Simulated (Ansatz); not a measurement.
# Pb2ICl2F: complex band structure, part 2 of 2

A new crystal, Pb2ICl2F: structure, gap and complex bands. It is built by putting I for part of the F in the PbClF structure of space group P4/nmm, with the volume rescaled by atomic radii. The parent structure comes from the Materials Project.

Ansatz 0.2.0; LDA DFT, plane waves, PAW files (the session's first sound run).

So far, gap on path (eV): step 3 (the bulk crystal and its band edges) 1.92.

The structure was built from a prototype and need not be the compound's stable phase.

## (6) Complex bands, plane (100), k-mesh 6×4×6 (continued)

K parallel (-0.5, 0). Table of Re kz of states that move upwards by energy, zero at the highest filled level on the SCF mesh:

```csv
energy (eV),channel 1 (Å⁻¹),channel 2 (Å⁻¹)
-1.00,0.172,-
-0.90,0.199,-
-0.80,0.228,-
-0.70,0.258,-
-0.60,0.290,0.295
-0.50,0.324,0.364
-0.40,0.363,0.420
-0.30,0.408,0.473
-0.20,0.463,0.528
-0.10,0.537,0.593
0.00,-,-
0.10,-,-
0.20,-,-
0.30,-,-
0.40,-,-
0.50,-,-
0.60,-,-
0.70,-,-
0.80,-,-
0.90,-,-
1.00,-,-
1.10,-,-
1.20,-,-
1.30,-,-
1.40,-,-
1.50,-,-
1.60,-,-
1.70,-,-
1.80,-,-
2.00,0.107,-
2.10,0.163,-
2.20,0.207,-
2.30,0.244,-
2.40,0.279,-
2.50,0.312,-
2.60,0.344,-
2.70,0.376,-
2.80,0.409,-
2.90,0.443,-
```

At the listed wavevectors the last open channel is at -0.10 eV and the next at +2.00 eV on the grid. At +1.00 eV, the grid energy nearest the filling level (the middle of the gap on the SCF mesh), the slowest state at the listed wavevectors decays with κ = 0.298 Å⁻¹, its amplitude falling by e over 3.4 Å; the first such run, plane (001), gave 0.227 Å⁻¹.

## (7) The same cell, other settings

This step: LDA DFT, plane waves, PAW files; complex bands by layer matching along the plane's normal; changed: output.transmission.e_range = [-0.5, 0.5], output.transmission.de = 0.035 (Ansatz 0.2.0).

This run repeats an earlier one, its twin (the complex run, plane (001)), with two settings changed (output.transmission.e_range, output.transmission.de; files written aside). It is meant to test what the energy window and step decide. Where the input is shown as a difference, that is against the step before, not the twin.

Contents of input.yaml:

```yaml
crystal:
  lattice:
    - [4.282829047, 0.0, 0.0]
    - [0.0, 4.282829047, 0.0]
    - [0.0, 0.0, 7.99192434]
  atoms:
    - { symbol: Pb, position: [0.0, 0.5, 0.7439215306] }
    - { symbol: Pb, position: [0.5, 0.0, 0.2560784694] }
    - { symbol: Cl, position: [0.5, 0.0, 0.6395704304] }
    - { symbol: Cl, position: [0.0, 0.5, 0.3604295696] }
    - { symbol: F, position: [0.5, 0.5, 0.0] }
    - { symbol: I, position: [0.0, 0.0, 0.0] }
kpoints:
  mp_grid: { grid: [6, 6, 4] }
scf:
  occupations: { method: fixed }
hamiltonian:
  xc: lda
output:
  eigenvalues: true
  transmission:
    leads: [[0, 0]]
    kpoints: [[0.0, 0.0], [0.0, -0.5], [0.4792, 0.4792]]
    e_range: [-0.5, 0.5]
    de: 0.035
```

Launch:

```
$ ansatz run input.yaml --threads 2 --pin off --max-ram 4096MiB --backend cpu --events-out ev --progress --plain --runs-dir out
```

Run time: 10 s. Hardware: 2 threads of Intel Xeon 6975P-C (Granite Rapids), shared host; peak memory 0.62 GiB.

K parallel (0, 0); values up to 1.5 1/Å, a degenerate pair printed once or twice; energies at which all values exceed this have no row. Im kz of the slowest decaying states against energy, zero at the highest filled level on the SCF mesh:

```csv
energy (eV),decay 1 (Å⁻¹),decay 2 (Å⁻¹),decay 3 (Å⁻¹),decay 4 (Å⁻¹)
-0.500,0.0783,0.375,0.395,0.631
-0.465,0.09,0.260,0.396,0.617
-0.395,0.109,0.398,0.442,0.555
-0.360,0.117,0.399,0.532,0.911
-0.290,0.131,0.401,0.569,0.908
-0.255,0.137,0.402,0.582,0.907
-0.220,0.143,0.402,0.593,0.906
-0.150,0.153,0.403,0.609,0.903
-0.115,0.158,0.404,0.616,0.902
-0.045,0.166,0.404,0.628,0.899
-0.010,0.170,0.405,0.633,0.897
0.025,0.174,0.405,0.637,0.895
0.095,0.181,0.404,0.645,0.892
0.130,0.184,0.404,0.649,0.890
0.200,0.190,0.404,0.655,0.886
0.235,0.193,0.403,0.657,0.884
0.270,0.196,0.403,0.660,0.882
0.340,0.200,0.402,0.664,0.878
0.375,0.203,0.401,0.666,0.876
0.445,0.207,0.400,0.670,0.872
0.480,0.209,0.399,0.672,0.869
```

K parallel (0, -0.5); values up to 1.5 1/Å, a degenerate pair printed once or twice; energies at which all values exceed this have no row. Im kz of the slowest decaying states against energy, zero at the highest filled level on the SCF mesh:

```csv
energy (eV),decay 1 (Å⁻¹),decay 2 (Å⁻¹),decay 3 (Å⁻¹),decay 4 (Å⁻¹)
-0.500,0.135,0.216,0.459,0.557
-0.465,0.147,0.220,0.462,0.558
-0.430,0.157,0.225,0.465,0.560
-0.395,0.166,0.229,0.467,0.561
-0.360,0.174,0.233,0.470,0.562
-0.290,0.189,0.241,0.474,0.564
-0.255,0.195,0.244,0.476,0.565
-0.220,0.201,0.247,0.478,0.565
-0.185,0.207,0.251,0.480,0.566
-0.150,0.212,0.254,0.482,0.566
-0.115,0.217,0.257,0.483,0.566
-0.080,0.221,0.259,0.484,0.567
-0.045,0.226,0.262,0.486,0.567
-0.010,0.230,0.264,0.487,0.567
0.025,0.234,0.267,0.488,0.567
0.060,0.237,0.269,0.489,0.566
0.095,0.240,0.271,0.490,0.566
0.130,0.244,0.273,0.491,0.566
0.165,0.247,0.275,0.491,0.565
0.200,0.250,0.277,0.492,0.564
0.235,0.252,0.279,0.493,0.564
0.270,0.255,0.280,0.493,0.563
0.340,0.259,0.283,0.494,0.561
0.375,0.261,0.284,0.494,0.560
0.410,0.263,0.286,0.494,0.558
0.445,0.265,0.287,0.494,0.557
0.480,0.267,0.288,0.494,0.556
```

K parallel (0.4792, 0.4792); values up to 1.5 1/Å, a degenerate pair printed once or twice; energies at which all values exceed this have no row. The Im kz of the slowest decaying states by energy, zero at the highest filled level on the SCF mesh:

```csv
energy (eV),decay 1 (Å⁻¹),decay 2 (Å⁻¹),decay 3 (Å⁻¹),decay 4 (Å⁻¹)
-0.500,0.256,0.270,0.345,0.513
-0.465,0.229,0.243,0.350,0.517
-0.395,0.169,0.184,0.361,0.523
-0.360,0.131,0.149,0.366,0.526
-0.290,0.00342,0.375,0.533,1.18
-0.255,0.380,0.536,1.18,1.29
-0.220,0.385,0.539,1.17,1.28
-0.150,0.394,0.545,1.16,1.27
-0.115,0.399,0.549,1.16,1.26
-0.045,0.408,0.555,1.15,1.25
-0.010,0.0270,0.412,0.558,1.14
0.025,0.0609,0.0757,0.417,0.561
0.095,0.112,0.119,0.426,0.567
0.130,0.127,0.134,0.430,0.570
0.200,0.151,0.156,0.439,0.576
0.235,0.160,0.165,0.443,0.579
0.270,0.168,0.172,0.447,0.582
0.340,0.182,0.185,0.456,0.588
0.375,0.187,0.191,0.461,0.591
0.445,0.197,0.201,0.469,0.598
0.480,0.201,0.205,0.474,0.601
```

## (8) What came out

```
band gap                                         : 1.92 eV
least decay constant at mid-gap, normal to (001) : 0.227 Å⁻¹
least decay constant at mid-gap, normal to (100) : 0.298 Å⁻¹
least decay constant on a mesh, normal to (001)  : 0.226 Å⁻¹
```

What this shows: With LDA, the slowest decay at the wavevectors tried is κ = 0.227 Å⁻¹, normal to (001). Through such a film the transmission near mid-gap falls as exp(−2κd), a factor of ten every 5.1 Å. The decay depends on direction: 1.3 times faster normal to (100). A free electron under a barrier of half the gap would need a mass of 0.20 mₑ to decay at this rate. The compound is made up by substitution; its stability against other phases and against distortions of the cell's symmetry was not tested. A semilocal functional narrows gaps, while spin-orbit coupling, left out here, narrows them in compounds of heavy elements, so the error in κ can go either way.

[Logs are printed without paths, hosts, clocks, repeated set-up lines and the standing remarks that a program may print on its own settings, such as how far it seeks lower states.]

[Hosts, paths, dates, database ids (printed as entryN), source tags and the programs' standing remarks are cut or masked in the printed files.]
